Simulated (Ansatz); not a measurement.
# A hypothetical structure for CsRuBr3

Starting from a made-up structure for CsRuBr3, the aim is the relaxed cell, its shortest contacts and, where a second run follows, its electronic structure.

Method: DFT, PBEsol, plane-wave PAW, files of the set soft_1, scalar-relativistic, no spin, cell and ions relaxed at zero pressure; PAW set soft_1, in the first sound run; inputs show where later runs differ, in Ansatz 0.2.0.

## (1) Starting point

Symmetry: Pm-3m, No. 221, cubic system. Conventional cell: a = 5.526 Å, b = 5.526 Å, c = 5.526 Å, α = 90.00°, β = 90.00°, γ = 90.00°. Cs has 12 Br at 3.91 Å nearest. Nearest to Ru lie 6 Br at 2.76 Å. Nearest to Br lie 2 Ru at 2.76 Å and 4 Cs at 3.91 Å. Farther neighbours and most contacts between anions are not listed.

## (2) Relaxing cell and atoms

The guess takes its coordinates from another compound and its volume from a rule, so the cell and any free coordinates are relaxed together.

File input.yaml:

```yaml
crystal:
  lattice:
    - [5.526, 0.0, 0.0]
    - [0.0, 5.526, 0.0]
    - [0.0, 0.0, 5.526]
  atoms:
    - { symbol: Cs, position: [0.0, 0.0, 0.0] }
    - { symbol: Ru, position: [0.5, 0.5, 0.5] }
    - { symbol: Br, position: [0.5, 0.5, 0.0] }
    - { symbol: Br, position: [0.5, 0.0, 0.5] }
    - { symbol: Br, position: [0.0, 0.5, 0.5] }
kpoints:
  mp_grid: { grid: [5, 5, 5] }
scf:
  occupations: { method: fermi_dirac, width: 0.05 }
hamiltonian:
  xc: pbesol
  pseudopotentials: { kind: paw, azcp: { folder: soft_1 }, xc_functional: pbe }
relax:
  f_tol: 0.015
  max_steps: 70
  cell: {}
output:
  forces: true
  stress: true
```

Launch:

```bash
$ ansatz run input.yaml --threads 4 --pin off --max-ram 8192MiB --backend cpu --events-out ev --progress --plain --runs-dir out
```

Numbers of over 12 decimals in the logs are rounded to 6 here.

Output:

```text
Engine: ansatz 0.2.0, x86_64-unknown-linux-gnu
Pseudopotentials: kind: paw
Pseudopotential: Cs, paw, valence charge 9, recommended cutoff 420 eV (normal), soft_1/Cs.paw.azcp
Pseudopotential: Ru, paw, valence charge 16, recommended cutoff 420 eV (normal), soft_1/Ru.paw.azcp
Pseudopotential: Br, paw, valence charge 7, recommended cutoff 420 eV (normal), soft_1/Br.paw.azcp
Functional definition: PBEsol
  exchange = pbesol_x
  correlation = pbesol_c
Crystal: 5 atoms, lattice volume = 168.746 Å³
Basis set: ecut = 420 eV, 3287 PW (Γ), exchange–correlation on 80×80×80 points (8 copies of the dense FFT grid, shifted against one another)
Bands: 28, of which v1, the nominal top of the filled ones, is band 23 counted from 1 (22 counted from 0)
Symmetry: 48 space group operations
Space group: Pm-3m (ITA 221), of the structure as read, at distance tolerance 5.5e-5 Å
k-points: 10 of 125
Non-local potential: Cs, projectors of the file, l = 0: 3, l = 1: 2, l = 2: 2, l = 3: 2
Non-local potential: Ru, projectors of the file, l = 0: 3, l = 1: 2, l = 2: 2, l = 3: 1
Non-local potential: Br, projectors of the file, l = 0: 2, l = 1: 2, l = 2: 2
PAW form: soft (Blöchl's): semilocal exchange-correlation on the pseudo side does not see the compensation charge
PAW frozen core: Cs, regenerated for the run's functional, and the local potential with it (the file was generated under x = pbe(κ = 0.804, μ = 0.219515), c = pbe(β = 0.066725))
PAW frozen core: Ru, regenerated for the run's functional, and the local potential with it (the file was generated under x = pbe(κ = 0.804, μ = 0.219515), c = pbe(β = 0.066725))
PAW frozen core: Br, regenerated for the run's functional, and the local potential with it (the file was generated under x = pbe(κ = 0.804, μ = 0.219515), c = pbe(β = 0.066725))
PAW one-centre angular grid: Cs, 194 points (default); XC on 64 Gauss nodes
PAW one-centre angular grid: Ru, 590 points (default); XC on 64 Gauss nodes
PAW one-centre angular grid: Br, 110 points (default); XC on 64 Gauss nodes
Initial density: superposition of atomic densities (chi_scale 0.1, normalization cell, long waves kept (reshape's long-wave potential 0.00 eV rms))
Initial wavefunctions: pseudopotential atomic-orbital guess
Functional: x = pbesol(κ = 0.804, μ = 0.123457), c = pbesol(β = 0.046)
SCF iter   1: F=—  HF=-19615.467896 eV  |F-HF|=—  |Δ(HF+E_count)|=         —  Δρ=3.59e-2  dr2=2.81e0  ethr=3.10e-3  ⟨swp⟩=6.7  Hψ=1228  notcnv=0
preconditioner: auto → Kerker (q_TF=auto, 2.197 Å⁻¹)  [metal: Δε(μ)=0.075 eV  Ē_g=8.409 eV  σ=0.050 eV  W_gap=0.32  n_scr=26 (ndim 8)  ℏωp=17.2 eV  f_vac=0.003  D(μ)=10.76/eV (n_scr^D=92)]
SCF iter   2: F=—  HF=-19614.843499 eV  |F-HF|=—  |Δ(HF+E_count)|=   6.24e-1  Δρ=1.97e-2  dr2=1.37e0  ethr=3.10e-3  ⟨swp⟩=2.8  Hψ=399  notcnv=0  defer=1
SCF iter   3: F=—  HF=-19614.272392 eV  |F-HF|=—  |Δ(HF+E_count)|=   5.71e-1  Δρ=5.65e-3  dr2=2.08e-1  ethr=2.97e-3  ⟨swp⟩=3.5  Hψ=733  notcnv=0  defer=1
SCF iter   4: F=—  HF=-19614.182051 eV  |F-HF|=—  |Δ(HF+E_count)|=   9.03e-2  Δρ=1.89e-3  dr2=1.48e-2  ethr=4.53e-4  ⟨swp⟩=3.4  Hψ=560  notcnv=0  defer=1
SCF iter   5: F=—  HF=-19614.181741 eV  |F-HF|=—  |Δ(HF+E_count)|=   3.10e-4  Δρ=7.02e-4  dr2=1.42e-3  ethr=3.22e-5  ⟨swp⟩=2.1  Hψ=495  notcnv=0  defer=1
SCF iter   6: F=—  HF=-19614.182888 eV  |F-HF|=—  |Δ(HF+E_count)|=   1.15e-3  Δρ=2.10e-4  dr2=1.24e-4  ethr=3.09e-6  ⟨swp⟩=2.1  Hψ=482  notcnv=0  defer=1
SCF iter   7: F=—  HF=-19614.183042 eV  |F-HF|=—  |Δ(HF+E_count)|=   1.54e-4  Δρ=8.58e-5  dr2=2.60e-5  ethr=2.70e-7  ⟨swp⟩=2.0  Hψ=474  notcnv=0  defer=1
SCF iter   8: F=—  HF=-19614.183052 eV  |F-HF|=—  |Δ(HF+E_count)|=   9.99e-6  Δρ=3.04e-5  dr2=3.35e-6  ethr=5.65e-8  ⟨swp⟩=2.2  Hψ=455  notcnv=0  defer=1
SCF iter   9: F=-19614.183059 eV  HF=-19614.183059 eV  |F-HF|=1.98e-7  |Δ(HF+E_count)|=   6.62e-6  Δρ=6.55e-6  dr2=7.77e-8  ethr=2.17e-10  ⟨swp⟩=3.1  Hψ=1217  notcnv=0
SCF 1 converged in 9 iterations: F = -19614.183059 eV  dr2 = 7.77e-8
  greatest PAW one-centre occupation: 1.000 electrons in one spin orbital (limit 2), on the Ru atom at site 1 (counted from 0), in its partial waves of l = 0
relax step   1: F+E_penalty+E_count = -19614.18305925 eV  Δ(F+E_penalty+E_count) = +0.000e0 eV  max|allowed force component| = 5.718e-29 eV/Å  Δτ_max = 0.0000 Å  P = -6.084 GPa  Ω = 168.746 Å³  (9 SCF iters, dr2 threshold 1.00e-7 eV, accepted)
Crystal: 5 atoms, lattice volume = 145.250 Å³
Basis set: ecut = 420 eV, 2897 PW (Γ), exchange–correlation on 80×80×80 points (8 copies of the dense FFT grid, shifted against one another)
Initial density: handed on by an earlier stage of this run
Initial wavefunctions: those handed on with the density
iter 1 solved again at ethr=6.90e-5 eV; its pass at ethr=3.10e-3 eV (dr2=3.18e-2 eV) is discarded
SCF iter   1: F=—  HF=-19614.900022 eV  |F-HF|=—  |Δ(HF+E_count)|=         —  Δρ=3.56e-3  dr2=3.17e-2  ethr=6.90e-5  ⟨swp⟩=1.9  Hψ=1697  notcnv=0
preconditioner: auto → LDOS  [metal: Δε(μ)=0.089 eV  Ē_g=9.122 eV  σ=0.050 eV  W_gap=0.39  n_scr=26 (ndim 8)  ℏωp=18.5 eV  f_vac=0.014  D(μ)=8.42/eV (n_scr^D=80)  β→1.0]
SCF iter   2: F=—  HF=-19614.887342 eV  |F-HF|=—  |Δ(HF+E_count)|=   1.27e-2  Δρ=9.89e-4  dr2=1.20e-3  ethr=6.90e-5  ⟨swp⟩=3.0  Hψ=568  notcnv=0
SCF iter   3: F=—  HF=-19614.887226 eV  |F-HF|=—  |Δ(HF+E_count)|=   1.16e-4  Δρ=2.80e-4  dr2=2.09e-4  ethr=2.61e-6  ⟨swp⟩=2.0  Hψ=520  notcnv=0
SCF iter   4: F=—  HF=-19614.887193 eV  |F-HF|=—  |Δ(HF+E_count)|=   3.32e-5  Δρ=1.66e-4  dr2=7.95e-5  ethr=4.55e-7  ⟨swp⟩=2.0  Hψ=436  notcnv=0
SCF iter   5: F=—  HF=-19614.887182 eV  |F-HF|=—  |Δ(HF+E_count)|=   1.04e-5  Δρ=8.36e-5  dr2=2.36e-5  ethr=1.73e-7  ⟨swp⟩=1.2  Hψ=283  notcnv=0
SCF iter   6: F=—  HF=-19614.887178 eV  |F-HF|=—  |Δ(HF+E_count)|=   4.30e-6  Δρ=4.32e-5  dr2=4.11e-6  ethr=5.12e-8  ⟨swp⟩=2.3  Hψ=447  notcnv=0
SCF iter   7: F=-19614.887177 eV  HF=-19614.887177 eV  |F-HF|=2.24e-9  |Δ(HF+E_count)|=   7.59e-7  Δρ=3.49e-6  dr2=2.63e-8  ethr=1.09e-9  ⟨swp⟩=2.9  Hψ=1104  notcnv=0
SCF 2 converged in 7 iterations: F = -19614.887177 eV  dr2 = 2.63e-8
relax step   2: F+E_penalty+E_count = -19614.88717726 eV  Δ(F+E_penalty+E_count) = -7.041e-1 eV  max|allowed force component| = 9.461e-29 eV/Å  Δτ_max = 0.0000 Å  P = -2.886 GPa  Ω = 145.250 Å³  energy of the carried Pulay correction = +1.979e-3 eV  (7 SCF iters, dr2 threshold 5.00e-7 eV, accepted)
Crystal: 5 atoms, lattice volume = 129.095 Å³
Basis set: ecut = 420 eV, 2517 PW (Γ), exchange–correlation on 80×80×80 points (8 copies of the dense FFT grid, shifted against one another)
iter 1 solved again at ethr=2.94e-5 eV; its pass at ethr=3.10e-3 eV (dr2=1.35e-2 eV) is discarded
SCF iter   1: F=—  HF=-19614.944479 eV  |F-HF|=—  |Δ(HF+E_count)|=         —  Δρ=2.65e-3  dr2=1.33e-2  ethr=2.94e-5  ⟨swp⟩=2.0  Hψ=1721  notcnv=0
preconditioner: auto → Kerker (q_TF=auto, 2.297 Å⁻¹)  [metal: Δε(μ)=0.072 eV  Ē_g=9.571 eV  σ=0.050 eV  W_gap=0.31  n_scr=26 (ndim 8)  ℏωp=19.6 eV  f_vac=0.006  D(μ)=7.12/eV (n_scr^D=80)]
SCF iter   2: F=—  HF=-19614.942421 eV  |F-HF|=—  |Δ(HF+E_count)|=   2.06e-3  Δρ=1.68e-3  dr2=7.20e-3  ethr=2.89e-5  ⟨swp⟩=1.0  Hψ=280  notcnv=0
SCF iter   3: F=—  HF=-19614.939805 eV  |F-HF|=—  |Δ(HF+E_count)|=   2.62e-3  Δρ=5.50e-4  dr2=8.22e-4  ethr=1.56e-5  ⟨swp⟩=2.0  Hψ=396  notcnv=0
SCF iter   4: F=—  HF=-19614.939596 eV  |F-HF|=—  |Δ(HF+E_count)|=   2.09e-4  Δρ=4.16e-4  dr2=4.33e-4  ethr=1.79e-6  ⟨swp⟩=2.0  Hψ=509  notcnv=0
SCF iter   5: F=—  HF=-19614.939526 eV  |F-HF|=—  |Δ(HF+E_count)|=   6.95e-5  Δρ=7.74e-5  dr2=9.28e-6  ethr=9.41e-7  ⟨swp⟩=2.4  Hψ=430  notcnv=0
SCF iter   6: F=—  HF=-19614.939527 eV  |F-HF|=—  |Δ(HF+E_count)|=   9.10e-7  Δρ=2.11e-5  dr2=1.05e-6  ethr=2.02e-8  ⟨swp⟩=2.7  Hψ=562  notcnv=0
SCF iter   7: F=-19614.939527 eV  HF=-19614.939527 eV  |F-HF|=3.92e-8  |Δ(HF+E_count)|=   5.77e-8  Δρ=6.40e-6  dr2=1.02e-7  ethr=1.09e-9  ⟨swp⟩=4.0  Hψ=965  notcnv=0
SCF 3 converged in 7 iterations: F = -19614.939527 eV  dr2 = 1.02e-7
relax step   3: F+E_penalty+E_count = -19614.93952735 eV  Δ(F+E_penalty+E_count) = -5.235e-2 eV  max|allowed force component| = 6.732e-29 eV/Å  Δτ_max = 0.0000 Å  P = +2.534 GPa  Ω = 129.095 Å³  energy of the carried Pulay correction = +3.521e-3 eV  (7 SCF iters, dr2 threshold 5.00e-7 eV, accepted)
Crystal: 5 atoms, lattice volume = 136.176 Å³
Basis set: ecut = 420 eV, 2601 PW (Γ), exchange–correlation on 80×80×80 points (8 copies of the dense FFT grid, shifted against one another)
iter 1 solved again at ethr=6.18e-6 eV; its pass at ethr=3.10e-3 eV (dr2=2.84e-3 eV) is discarded
SCF iter   1: F=—  HF=-19614.985036 eV  |F-HF|=—  |Δ(HF+E_count)|=         —  Δρ=1.18e-3  dr2=2.70e-3  ethr=6.18e-6  ⟨swp⟩=2.2  Hψ=1667  notcnv=0
preconditioner: auto → LDOS  [metal: Δε(μ)=0.087 eV  Ē_g=9.394 eV  σ=0.050 eV  W_gap=0.38  n_scr=26 (ndim 8)  ℏωp=19.1 eV  f_vac=0.011  D(μ)=7.45/eV (n_scr^D=80)  β→1.0]
SCF iter   2: F=—  HF=-19614.984120 eV  |F-HF|=—  |Δ(HF+E_count)|=   9.16e-4  Δρ=2.47e-4  dr2=8.40e-5  ethr=5.86e-6  ⟨swp⟩=2.0  Hψ=462  notcnv=0
SCF iter   3: F=—  HF=-19614.984135 eV  |F-HF|=—  |Δ(HF+E_count)|=   1.45e-5  Δρ=9.71e-5  dr2=2.24e-5  ethr=1.83e-7  ⟨swp⟩=2.1  Hψ=435  notcnv=0
SCF iter   4: F=—  HF=-19614.984132 eV  |F-HF|=—  |Δ(HF+E_count)|=   3.22e-6  Δρ=5.49e-5  dr2=8.41e-6  ethr=4.88e-8  ⟨swp⟩=2.1  Hψ=324  notcnv=0
SCF iter   5: F=—  HF=-19614.984131 eV  |F-HF|=—  |Δ(HF+E_count)|=   1.16e-6  Δρ=3.01e-5  dr2=2.64e-6  ethr=1.83e-8  ⟨swp⟩=1.2  Hψ=284  notcnv=0
SCF iter   6: F=-19614.984130 eV  HF=-19614.984130 eV  |F-HF|=9.46e-9  |Δ(HF+E_count)|=   4.93e-7  Δρ=4.13e-6  dr2=1.89e-8  ethr=1.09e-9  ⟨swp⟩=3.0  Hψ=1081  notcnv=0
SCF 4 converged in 6 iterations: F = -19614.984130 eV  dr2 = 1.89e-8
relax step   4: F+E_penalty+E_count = -19614.98413008 eV  Δ(F+E_penalty+E_count) = -4.460e-2 eV  max|allowed force component| = 1.859e-28 eV/Å  Δτ_max = 0.0000 Å  P = -0.332 GPa  Ω = 136.176 Å³  energy of the carried Pulay correction = +2.825e-3 eV  (6 SCF iters, dr2 threshold 5.00e-7 eV, accepted)
Crystal: 5 atoms, lattice volume = 135.254 Å³
iter 1 solved again at ethr=1.76e-7 eV; its pass at ethr=3.10e-3 eV (dr2=8.09e-5 eV) is discarded
SCF iter   1: F=—  HF=-19614.985211 eV  |F-HF|=—  |Δ(HF+E_count)|=         —  Δρ=1.52e-4  dr2=4.57e-5  ethr=1.76e-7  ⟨swp⟩=3.0  Hψ=1445  notcnv=0
preconditioner: auto → Kerker (q_TF=auto, 2.279 Å⁻¹)  [metal: Δε(μ)=0.084 eV  Ē_g=9.412 eV  σ=0.050 eV  W_gap=0.37  n_scr=26 (ndim 8)  ℏωp=19.2 eV  f_vac=0.008  D(μ)=7.42/eV (n_scr^D=80)]
SCF iter   2: F=—  HF=-19614.985215 eV  |F-HF|=—  |Δ(HF+E_count)|=   3.78e-6  Δρ=9.62e-5  dr2=2.55e-5  ethr=9.94e-8  ⟨swp⟩=1.0  Hψ=280  notcnv=0
SCF iter   3: F=—  HF=-19614.985206 eV  |F-HF|=—  |Δ(HF+E_count)|=   8.97e-6  Δρ=3.19e-5  dr2=2.97e-6  ethr=5.54e-8  ⟨swp⟩=2.0  Hψ=393  notcnv=0
SCF iter   4: F=—  HF=-19614.985205 eV  |F-HF|=—  |Δ(HF+E_count)|=   7.40e-7  Δρ=2.46e-5  dr2=1.62e-6  ethr=6.45e-9  ⟨swp⟩=2.0  Hψ=501  notcnv=0
SCF iter   5: F=-19614.985205 eV  HF=-19614.985205 eV  |F-HF|=3.42e-9  |Δ(HF+E_count)|=   3.02e-7  Δρ=4.71e-6  dr2=3.65e-8  ethr=5.99e-10  ⟨swp⟩=3.0  Hψ=1128  notcnv=0
SCF 5 converged in 5 iterations: F = -19614.985205 eV  dr2 = 3.65e-8
relax step   5: F+E_penalty+E_count = -19614.98520492 eV  Δ(F+E_penalty+E_count) = -1.075e-3 eV  max|allowed force component| = 1.152e-28 eV/Å  Δτ_max = 0.0000 Å  P = -0.008 GPa  Ω = 135.254 Å³  energy of the carried Pulay correction = +2.914e-3 eV  (5 SCF iters, dr2 threshold 2.75e-7 eV, accepted)
Basis set: ecut = 420 eV, 2601 PW (Γ), exchange–correlation on 72×72×72 points (8 copies of the dense FFT grid, shifted against one another)
Initial wavefunctions: pseudopotential atomic-orbital guess (no wavefunctions were taken with the density)
iter 1 solved again at ethr=4.76e-7 eV; its pass at ethr=3.10e-3 eV (dr2=2.19e-4 eV) is discarded
SCF iter   1: F=—  HF=-19614.982384 eV  |F-HF|=—  |Δ(HF+E_count)|=         —  Δρ=1.75e-4  dr2=5.02e-6  ethr=4.76e-7  ⟨swp⟩=3.0  Hψ=2005  notcnv=0
preconditioner: auto → Kerker (q_TF=auto, 2.279 Å⁻¹)  [metal: Δε(μ)=0.084 eV  Ē_g=9.413 eV  σ=0.050 eV  W_gap=0.37  n_scr=26 (ndim 8)  ℏωp=19.2 eV  f_vac=0.010  D(μ)=7.42/eV (n_scr^D=80)]
SCF iter   2: F=—  HF=-19614.982379 eV  |F-HF|=—  |Δ(HF+E_count)|=   5.00e-6  Δρ=8.95e-5  dr2=1.28e-6  ethr=1.09e-8  ⟨swp⟩=2.0  Hψ=487  notcnv=0
SCF iter   3: F=—  HF=-19614.982382 eV  |F-HF|=—  |Δ(HF+E_count)|=   3.57e-6  Δρ=1.49e-5  dr2=1.72e-7  ethr=2.78e-9  ⟨swp⟩=2.5  Hψ=463  notcnv=0
SCF iter   4: F=—  HF=-19614.982382 eV  |F-HF|=—  |Δ(HF+E_count)|=   3.59e-8  Δρ=2.17e-6  dr2=7.40e-9  ethr=3.73e-10  ⟨swp⟩=2.0  Hψ=487  notcnv=0
SCF iter   5: F=—  HF=-19614.982382 eV  |F-HF|=—  |Δ(HF+E_count)|=  2.55e-11  Δρ=5.98e-7  dr2=2.02e-9  ethr=1.61e-11  ⟨swp⟩=2.0  Hψ=437  notcnv=0
SCF iter   6: F=—  HF=-19614.982382 eV  |F-HF|=—  |Δ(HF+E_count)|=  3.35e-10  Δρ=2.04e-7  dr2=1.74e-10  ethr=4.38e-12  ⟨swp⟩=2.7  Hψ=455  notcnv=0
SCF iter   7: F=-19614.982382 eV  HF=-19614.982382 eV  |F-HF|=0.00e0  |Δ(HF+E_count)|=  4.00e-11  Δρ=5.60e-8  dr2=7.12e-12  ethr=1.00e-12  ⟨swp⟩=5.0  Hψ=1004  notcnv=0
SCF 6 converged in 7 iterations: F = -19614.982382 eV  dr2 = 7.12e-12
relax step   6: F+E_penalty+E_count = -19614.98238240 eV  Δ(F+E_penalty+E_count) = +2.823e-3 eV  max|allowed force component| = 6.931e-29 eV/Å  Δτ_max = 0.0000 Å  P = -0.008 GPa  Ω = 135.254 Å³  stress off target by 8.47e-3 GPa  SCF on the basis re-selected at this cell (its energy is not comparable with the rows above)  (7 SCF iters)
basis re-selected at this cell: Δ(F+E_penalty+E_count) = +2.823e-3 eV, ΔP = -0.000 GPa vs the last step (what re-selecting the basis moved, of the pressure what is left beyond the Pulay correction that the steps carried, after the strain that the cell walked since its last selection, with what the two solves' SCF thresholds leave and, on support functions, any second-order correction that the steps lacked; it is no measure of the basis error at this ecutwfc). The dense FFT grid was sized anew with the basis: this SCF ran on 36×36×36 points, the steps before it on 40×40×40, so part of this shift can come from that change (see relax.cell in the input reference). [rest of the remark cut]
SCF converged after 7 iterations
Free energy (F): -19614.982382 eV
Harris-Foulkes:  -19614.982382 eV  (|F-HF|=0.00e0)
Internal energy: -19614.918186 eV  (E = F + TS)
E sigma→0 (E₀):  -19614.950284 eV
Entropy (-TS):   -0.064197 eV (-12.839 meV/atom)
Fermi energy:    7.286701 eV
--- Per-component energies (eV) ---
  E_band       = -308.047058
  E_kinetic    = 1002.294170
  E_local      = -3424.986140  (includes V_loc(G=0)·N_el)
  E_nonlocal   = 601.454226
  E_hartree    = 1253.705271
  E_xc         = -931.074833
  E_vxc        = -678.288033  (∫ρ·V_xc dr)
  E_paw        = -15227.413521  (= ΣΔE_a)
  E_vpaw       = -315.932445  (= ΣTr[D̂ρ^β])
  E_aug_tail   = 0.000627  (compensation charges beyond the density's cutoff)
  E_ewald      = -2889.572260
  E_core_change = 0.674273  (= ΣΔE_core)
  E_smearing   = -0.064197  (= −TS)
  E_closure    = -0.000000  (closes the sum)
  Σ components = -19614.982382   (vs F -19614.982382, Δ=0.00e0)
--- Forces (eV/Å), atoms counted from 1 ---
  atom   1  Cs     0.00000000    -0.00000000     0.00000000
  atom   2  Ru     0.00000000    -0.00000000     0.00000000
  atom   3  Br    -0.00000000     0.00000000    -0.00000000
  atom   4  Br    -0.00000000    -0.00000000     0.00000000
  atom   5  Br    -0.00000000    -0.00000000     0.00000000
  max |Σ_I F_I| component: 7.42e-29 eV/Å
--- Stress (GPa, compression-positive) ---
       -0.008471      -0.000000       0.000000
       -0.000000      -0.008471       0.000000
        0.000000       0.000000      -0.008471
  P = ⅓ Tr σ = -0.0085 GPa (-0.085 kbar)
--- Relaxed structure (5 steps of the walk, 5 accepted, 1 SCFs on fresh bases) ---
  F+E_penalty+E_count = -19614.98238240 eV   max|allowed force component| = 6.931e-29 eV/Å   (the final SCF, on the basis selected at the relaxed cell)
  cell:  # Å, volume = 135.2536 Å³
    - [5.133138, 0, 0]
    - [0, 5.133138, 0]
    - [0, 0, 5.133138]
  atoms:
    - { symbol: Cs, position: [0, 0, 0] }
    - { symbol: Ru, position: [0.500000, 0.500000, 0.500000] }
    - { symbol: Br, position: [0.500000, 0.500000, 0] }
    - { symbol: Br, position: [0.500000, 0, 0.500000] }
    - { symbol: Br, position: [0, 0.500000, 0.500000] }
```

Run time: 4.7 s. Hardware: 4 threads of Intel Xeon Platinum 8559C (Emerald Rapids), shared host; peak memory 0.56 GiB; 13 s of CPU time.

This run has no spin polarisation, although Ru can carry a moment.

Relaxation path:

| step | energy less that of the first step (eV) | largest force component (eV/Å) | pressure (GPa) | volume (Å³) |
| --- | --- | --- | --- | --- |
| 1 | 0.0000 | 0.0000 | -6.08 | 168.75 |
| 2 | -0.7041 | 0.0000 | -2.89 | 145.25 |
| 3 | -0.7565 | 0.0000 | 2.53 | 129.09 |
| 4 | -0.8011 | 0.0000 | -0.33 | 136.18 |
| 5 | -0.8021 | 0.0000 | -0.01 | 135.25 |
| 6* | -0.7993 | 0.0000 | -0.01 | 135.25 |

Relaxation steps marked * repeat the geometry before them on a plane-wave basis chosen anew for their cell, so energy and pressure can jump there.

Forces are held to the 48 operations that the run works with; a distortion that breaks them can't arise in this run.

| conventional cell, symmetrised | before | after | change |
| --- | --- | --- | --- |
| a (Å) | 5.526 | 5.133 | -7.1 % |
| b (Å) | 5.526 | 5.133 | -7.1 % |
| c (Å) | 5.526 | 5.133 | -7.1 % |
| volume (Å³/atom) | 33.75 | 27.05 | -19.8 % |

Final coordinates:

```cif
data_structure
_symmetry_space_group_name_H-M 'P 1'
_symmetry_Int_Tables_number 1
_cell_length_a 5.1331
_cell_length_b 5.1331
_cell_length_c 5.1331
_cell_angle_alpha 90.000
_cell_angle_beta 90.000
_cell_angle_gamma 90.000
_cell_volume 135.25
loop_
_atom_site_label
_atom_site_type_symbol
_atom_site_fract_x
_atom_site_fract_y
_atom_site_fract_z
_atom_site_occupancy
Cs1 Cs 0.00000 0.00000 0.00000 1
Ru2 Ru 0.50000 0.50000 0.50000 1
Br3 Br 0.50000 0.50000 0.00000 1
Br4 Br 0.50000 0.00000 0.50000 1
Br5 Br 0.00000 0.50000 0.50000 1
```

This step gave:

- free energy: -19614.9824 eV
- energy at zero smearing: -19614.9503 eV
- smearing term TS: 0.06420 eV
- Fermi energy: 7.287 eV
- electrons: 46
- symmetry operations: 48
- pressure: -0.008471 GPa

Shortest distances by pair of elements, guess and relaxed (not always the same contact):

| pair | guess (Å) | relaxed (Å) |
| --- | --- | --- |
| Br–Ru | 2.763 | 2.567 |
| Br–Cs | 3.907 | 3.630 |
| Br–Br | 3.907 | 3.630 |
| Cs–Ru | 4.786 | 4.445 |
| Cs–Cs | 5.526 | 5.133 |

The relaxation ends with a pressure of -0.01 GPa.

(Continued in part 2 of 2.)

[Logs are printed without paths, hosts, clocks, repeated set-up lines and the standing remarks that a program may print on its own settings, such as how far it seeks lower states.]

[Hosts, paths, dates, database ids (printed as entryN), source tags and the programs' standing remarks are cut or masked in the printed files.]
